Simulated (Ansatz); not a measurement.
## Tl (P6_3/mmc, 2 atoms in the cell): the cell at rest

Task: relax Tl (P6_3/mmc, 2 atoms in the cell) tightly.

Calculated with Ansatz 0.2.0; DFT PBEsol, scalar-relativistic, plane waves, PAW; PAW set soft_1.

## Step 1: The structure

It takes space group P6_3/mmc (No. 194, hexagonal). The conventional cell has a = 3.456 Å, b = 3.456 Å, c = 5.525 Å, α = 90.00°, β = 90.00°, γ = 120.00°. Nearest to Tl lie 12 Tl at 3.41 to 3.46 Å.

## Step 2: Probe on a coarse mesh

A quick single point on a coarse mesh tells whether the cell has a gap and how far it is from rest, which sets the k mesh and smearing that follow.

Contents of input.yaml:

```yaml
crystal:
  lattice:
    - [3.456, 0.0, 0.0]
    - [-1.728, 2.9929837955, 0.0]
    - [0.0, 0.0, 5.525]
  atoms:
    - { symbol: Tl, position: [0.3333333333, 0.6666666667, 0.25] }
    - { symbol: Tl, position: [0.6666666667, 0.3333333333, 0.75] }
kpoints:
  mp_grid: { grid: [6, 6, 4] }
hamiltonian:
  xc: pbesol
  pseudopotentials: { kind: paw, azcp: { folder: soft_1 }, xc_functional: pbe }
scf:
  occupations: { method: gaussian, width: 0.1 }
output:
  forces: true
  stress: true
  eigenvalues: true
```

On the command line:

```console
$ ansatz run input.yaml --threads 4 --pin off --max-ram 10240MiB --backend cpu --events-out ev --progress --plain --runs-dir out
```

Numbers of over 12 decimals in the logs are rounded to 6 here.

The program printed:

```text
Engine: ansatz 0.2.0, x86_64-unknown-linux-gnu
Pseudopotentials: kind: paw
Pseudopotential: Tl, paw, valence charge 13, recommended cutoff 420 eV (normal), soft_1/Tl.paw.azcp
Functional definition: PBEsol
  exchange = pbesol_x
  correlation = pbesol_c
Crystal: 2 atoms, lattice volume = 57.149 Å³
[...]
--- Band table (eV; the first three rows and the last of 21) ---
  k-point 0: bands = [... 9 lower, -0.6038, 0.3611, 5.3188, 7.5631, 18.4071, 18.4071, 20.4863, 20.4863]
  k-point 1: bands = [... 9 lower, -0.6284, 0.7104, 3.6036, 9.9567, 18.0923, 18.6770, 18.6770, 20.1661]
  k-point 2: bands = [... 9 lower, -0.7145, 1.8026, 1.8026, 13.7736, 13.7736, 19.3876, 19.3876, 19.3876]
  k-point 20: bands = [... 9 lower, -0.5915, 6.3492, 6.3492, 9.5007, 9.5007, 10.6164, 10.6164, 18.0831]
[key lines of the parts left out:]
SCF converged after 6 iterations
Free energy (F): -22595.314353 eV
Fermi energy:    10.480961 eV
P = ⅓ Tr σ = -0.0809 GPa (-0.809 kbar)
```

Elapsed: 5 s, on 4 threads of AMD EPYC 9R45 (Zen 5), shared host; peak memory 0.42 GiB; 1.2 s of CPU time.

Numbers from this step:

- pressure: -0.08087 GPa
- volume per atom: 28.57 Å³
- gap on the k-mesh: 0 eV

The coarse mesh shows no gap and a pressure of -0.1 GPa.

## Step 3: Relaxation

Harmonic phonons are second derivatives at a point where the forces vanish, and they are wanted at zero stress, so atoms and cell are relaxed first.

Changes to input.yaml since step 2:

```diff
@@ -9,3 +9,3 @@
 kpoints:
-  mp_grid: { grid: [6, 6, 4] }
+  mp_grid: { grid: [15, 15, 8] }
 hamiltonian:
@@ -19 +19,6 @@
   eigenvalues: true
+relax:
+  adjacent_minimum: "off"
+  f_tol: 0.005
+  max_steps: 80
+  cell: { stress_tol: 0.05 }
```

The program printed:

```text
[...]
Crystal: 2 atoms, lattice volume = 57.149 Å³
Basis set: ecut = 420 eV, 1105 PW (Γ), exchange–correlation on 48×48×80 points (8 copies of the dense FFT grid, shifted against one another)
Bands: 17, of which v1, the nominal top of the filled ones, is band 13 counted from 1 (12 counted from 0)
Symmetry: 24 space group operations
[...]
k-points: 135 of 1800
[...]
SCF iter   1: F=—  HF=-22595.418365 eV  |F-HF|=—  |Δ(HF+E_count)|=         —  Δρ=1.49e-2  dr2=1.88e-1  ethr=3.10e-3  ⟨swp⟩=5.6  Hψ=10923  notcnv=0
[...]
SCF iter   7: F=-22595.339093 eV  HF=-22595.339093 eV  |F-HF|=6.18e-11  |Δ(HF+E_count)|=   5.37e-8  Δρ=3.05e-6  dr2=6.54e-9  ethr=3.85e-10  ⟨swp⟩=4.8  Hψ=7230  notcnv=0
the search or the solves at the SCF's close seem to have found levels that the self-consistency loop had missed (the run counts 1). By its estimate they hold under 1e-12 electrons; where the run keeps them, the occupations were computed again with them
SCF 1 converged in 7 iterations: F = -22595.339093 eV  dr2 = 6.54e-9
[...]
relax step   1: F+E_penalty+E_count = -22595.33909257 eV  Δ(F+E_penalty+E_count) = +0.000e0 eV  max|allowed force component| = 9.252e-18 eV/Å  Δτ_max = 0.0000 Å  P = +0.007 GPa  Ω = 57.149 Å³  (7 SCF iters, dr2 threshold 1.00e-7 eV, accepted)
Crystal: 2 atoms, lattice volume = 57.158 Å³
[...]
iter 1 solved again at ethr=1.23e-7 eV; its pass at ethr=3.10e-3 eV (dr2=3.20e-5 eV) is discarded
[...]
SCF iter   3: F=-22595.339544 eV  HF=-22595.339544 eV  |F-HF|=9.46e-11  |Δ(HF+E_count)|=   4.54e-7  Δρ=6.32e-6  dr2=1.75e-8  ethr=7.07e-10  ⟨swp⟩=3.1  Hψ=8882  notcnv=0
SCF 2 converged in 3 iterations: F = -22595.339544 eV  dr2 = 1.75e-8
relax step   2: F+E_penalty+E_count = -22595.33954442 eV  Δ(F+E_penalty+E_count) = -4.518e-4 eV  max|allowed force component| = 4.395e-17 eV/Å  Δτ_max = 0.0000 Å  P = +0.012 GPa  Ω = 57.158 Å³  energy of the carried Pulay correction = -3.870e-7 eV  (3 SCF iters, dr2 threshold 1.84e-7 eV, accepted)
Crystal: 2 atoms, lattice volume = 57.321 Å³
[...]
SCF iter   4: F=-22595.340758 eV  HF=-22595.340758 eV  |F-HF|=6.85e-9  |Δ(HF+E_count)|=   9.42e-8  Δρ=4.91e-6  dr2=8.18e-9  ethr=3.66e-10  ⟨swp⟩=2.4  Hψ=7394  notcnv=0
SCF 3 converged in 4 iterations: F = -22595.340758 eV  dr2 = 8.18e-9
relax step   3: F+E_penalty+E_count = -22595.34075761 eV  Δ(F+E_penalty+E_count) = -1.213e-3 eV  max|allowed force component| = 5.956e-17 eV/Å  Δτ_max = 0.0000 Å  P = -0.026 GPa  Ω = 57.321 Å³  energy of the carried Pulay correction = -1.153e-5 eV  (4 SCF iters, dr2 threshold 1.25e-7 eV, accepted)
[...]
relax step   4: F+E_penalty+E_count = -22595.34077208 eV  Δ(F+E_penalty+E_count) = -1.447e-5 eV  max|allowed force component| = 3.701e-17 eV/Å  Δτ_max = 0.0000 Å  P = +0.046 GPa  Ω = 57.238 Å³  energy of the carried Pulay correction = -4.349e-6 eV  (4 SCF iters, dr2 threshold 1.56e-8 eV, accepted)
[...]
relax step   5: F+E_penalty+E_count = -22595.34080668 eV  Δ(F+E_penalty+E_count) = -3.460e-5 eV  max|allowed force component| = 3.469e-17 eV/Å  Δτ_max = 0.0000 Å  P = -0.010 GPa  Ω = 57.311 Å³  energy of the carried Pulay correction = -1.044e-5 eV  (4 SCF iters, dr2 threshold 2.38e-8 eV, accepted)
[...]
SCF iter   5: F=-22595.340830 eV  HF=-22595.340830 eV  |F-HF|=1.46e-11  |Δ(HF+E_count)|=  3.64e-12  Δρ=2.51e-8  dr2=4.02e-13  ethr=1.00e-12  ⟨swp⟩=5.0  Hψ=8745  notcnv=0
SCF 6 converged in 5 iterations: F = -22595.340830 eV  dr2 = 4.02e-13
relax step   6: F+E_penalty+E_count = -22595.34082991 eV  Δ(F+E_penalty+E_count) = -2.323e-5 eV  max|allowed force component| = 3.701e-17 eV/Å  Δτ_max = 0.0000 Å  P = -0.010 GPa  Ω = 57.311 Å³  stress off target by 1.58e-2 GPa  SCF on the basis re-selected at this cell (its energy is not comparable with the rows above)  (5 SCF iters)
basis re-selected at this cell: Δ(F+E_penalty+E_count) = -2.323e-5 eV, ΔP = -0.000 GPa vs the last step (what re-selecting the basis moved, of the pressure what is left beyond the Pulay correction that the steps carried, after the strain that the cell walked since its last selection, with what the two solves' SCF thresholds leave and, on support functions, any second-order correction that the steps lacked; it is no m [...]
SCF converged after 5 iterations
Free energy (F): -22595.340830 eV
[...]
Internal energy: -22595.337828 eV  (E = F + TS)
E sigma→0 (E₀):  -22595.339329 eV
Entropy (-TS):   -0.003002 eV (-1.501 meV/atom)
Fermi energy:    10.388462 eV
[...]
--- Stress (GPa, compression-positive) ---
       -0.007137       0.000000       0.000000
       -0.000000      -0.007137       0.000000
        0.000000       0.000000      -0.015788
  P = ⅓ Tr σ = -0.0100 GPa (-0.100 kbar)
--- Band table (eV; the first three rows and the last of 135) ---
  k-point 0: bands = [... 9 lower, -0.6360, 0.3387, 5.6450, 7.6663, 17.8989, 17.8989, 20.0773, 20.0773]
  k-point 1: bands = [... 9 lower, -0.6407, 0.4267, 4.8901, 8.5979, 17.9728, 17.9728, 19.9968, 19.9968]
  k-point 2: bands = [... 9 lower, -0.6577, 0.6996, 3.7476, 10.2692, 18.1887, 18.1887, 18.7772, 19.7571]
  k-point 134: bands = [... 9 lower, -0.6339, 6.2135, 6.2135, 9.3560, 9.3560, 10.5763, 10.5763, 18.4243]
--- Relaxed structure (5 steps of the walk, 5 accepted, 1 SCFs on fresh bases) ---
  F+E_penalty+E_count = -22595.34082991 eV   max|allowed force component| = 3.701e-17 eV/Å   (the final SCF, on the basis selected at the relaxed cell)
  cell:  # Å, volume = 57.3114 Å³
    - [3.502502, 0, 0.0]
    - [-1.751251, 3.033256, 0.0]
    - [0.0, 0.0, 5.394529]
  atoms:
    - { symbol: Tl, position: [0.333333, 0.666667, 0.25] }
    - { symbol: Tl, position: [0.666667, 0.333333, 0.750000] }
```

The job ended after 3.1 s (4 threads; peak memory 0.55 GiB).

The steps of the relaxation:

```
step  energy less that of the first step (eV)  largest force component (eV/Å)  pressure (GPa)  volume (Å³)
   1                                   0.0000                          0.0000            0.01        57.15
   2                                  -0.0005                          0.0000            0.01        57.16
   3                                  -0.0017                          0.0000           -0.03        57.32
   4                                  -0.0017                          0.0000            0.05        57.24
   5                                  -0.0017                          0.0000           -0.01        57.31
  6*                                  -0.0017                          0.0000           -0.01        57.31
```

Relaxation steps marked * repeat the geometry before them on a plane-wave basis chosen anew for their cell, so energy and pressure can jump there.

Forces are held to the 24 operations that the run works with; a distortion that breaks them can't arise in this run.

```
conventional cell, symmetrised  before  after  change
                         a (Å)   3.456  3.503  +1.3 %
                         b (Å)   3.456  3.503  +1.3 %
                         c (Å)   5.525  5.395  -2.4 %
              volume (Å³/atom)   28.57  28.66  +0.3 %
```

Final coordinates:

```
Tl
1.0
     3.50250    0.00000    0.00000
    -1.75125    3.03326    0.00000
     0.00000    0.00000    5.39453
Tl
2
Direct
  0.33333 0.66667 0.25000
  0.66667 0.33333 0.75000
```

This step gave:

```
pressure        : -0.01002 GPa
volume per atom : 28.66 Å³
```

In this step the volume went from 28.57 to 28.66 Å³/atom.

## Step 4: Tight relaxation

Phonons need a cell at rest on their own settings, so the relaxation is repeated with tight tolerances on forces and stress, using the mesh and the filling of the phonon run that follows.

input.yaml, the sections that differ from step 3:

```yaml
crystal:
  lattice:
    - [3.5025022464, 0.0, 0.0]
    - [-1.7512511232, 3.0332559222, 0.0]
    - [0.0, 0.0, 5.3945290826]
  atoms:
    - { symbol: Tl, position: [0.3333333333, 0.6666666667, 0.25] }
    - { symbol: Tl, position: [0.6666666667, 0.3333333333, 0.75] }
scf:
  occupations: { method: methfessel_paxton, width: 0.2 }
relax:
  adjacent_minimum: "off"
  f_tol: 0.001
  max_steps: 60
  cell: { stress_tol: 0.01 }
# kpoints, hamiltonian, output: as in step 3
```

The program printed:

```text
[...]
Crystal: 2 atoms, lattice volume = 57.311 Å³
Basis set: ecut = 420 eV, 1105 PW (Γ), exchange–correlation on 48×48×80 points (8 copies of the dense FFT grid, shifted against one another)
Bands: 17, of which v1, the nominal top of the filled ones, is band 13 counted from 1 (12 counted from 0)
Symmetry: 24 space group operations
[...]
k-points: 135 of 1800
[...]
k-point 134: bands = [... 9 lower, -0.6275, 6.2208, 6.2208, 9.3615, 9.3615, 10.5829, 10.5829, 18.4356]
--- Relaxed structure (2 steps of the walk, 2 accepted, 1 SCFs on fresh bases) ---
[...]
cell:  # Å, volume = 57.2841 Å³
    - [3.502101, 0, 0]
    - [-1.751051, 3.032909, 0]
    - [0, 0, 5.393198]
  atoms:
    - { symbol: Tl, position: [0.333333, 0.666667, 0.250000] }
    - { symbol: Tl, position: [0.666667, 0.333333, 0.75] }
[key lines of the parts left out:]
SCF converged after 5 iterations
Free energy (F): -22595.338746 eV
Fermi energy:    10.392636 eV
P = ⅓ Tr σ = -0.0017 GPa (-0.017 kbar)
```

The job ended after 1.6 s (4 threads; peak memory 0.55 GiB; 5.7 s of CPU time).

Little changed from the start: no atom moved by 0.005 Å and no cell edge by 0.1 %.

Numbers from this step:

- pressure: -0.001686 GPa
- volume per atom: 28.64 Å³

The forces vanish by symmetry and the pressure is -0.002 GPa, within the tolerances set. The cell now holds 28.64 Å³/atom.

## Step 5: Results

| Item | Value |
| --- | --- |
| space group after relaxation (within 0.01 Å) | P6_3/mmc |
| lattice constant a | 3.502 Å |
| lattice constant b | 3.502 Å |
| lattice constant c | 5.393 Å |
| volume per atom | 28.6 Å³ |

In words: The forces vanish by symmetry and the pressure is -0.002 GPa, within the tolerances set. The cell now holds 28.64 Å³/atom. The relaxation keeps the symmetry of its start, so it says nothing on stability against lower symmetry. Spin-orbit coupling is left out, which can matter for the heavy elements here. The PAW files were made for PBE and serve the other functionals too.

[Logs are printed without paths, hosts, clocks, repeated set-up lines and the standing remarks that a program may print on its own settings, such as how far it seeks lower states.]

[Hosts, paths, dates, database ids (printed as entryN), source tags and the programs' standing remarks are cut or masked in the printed files.]
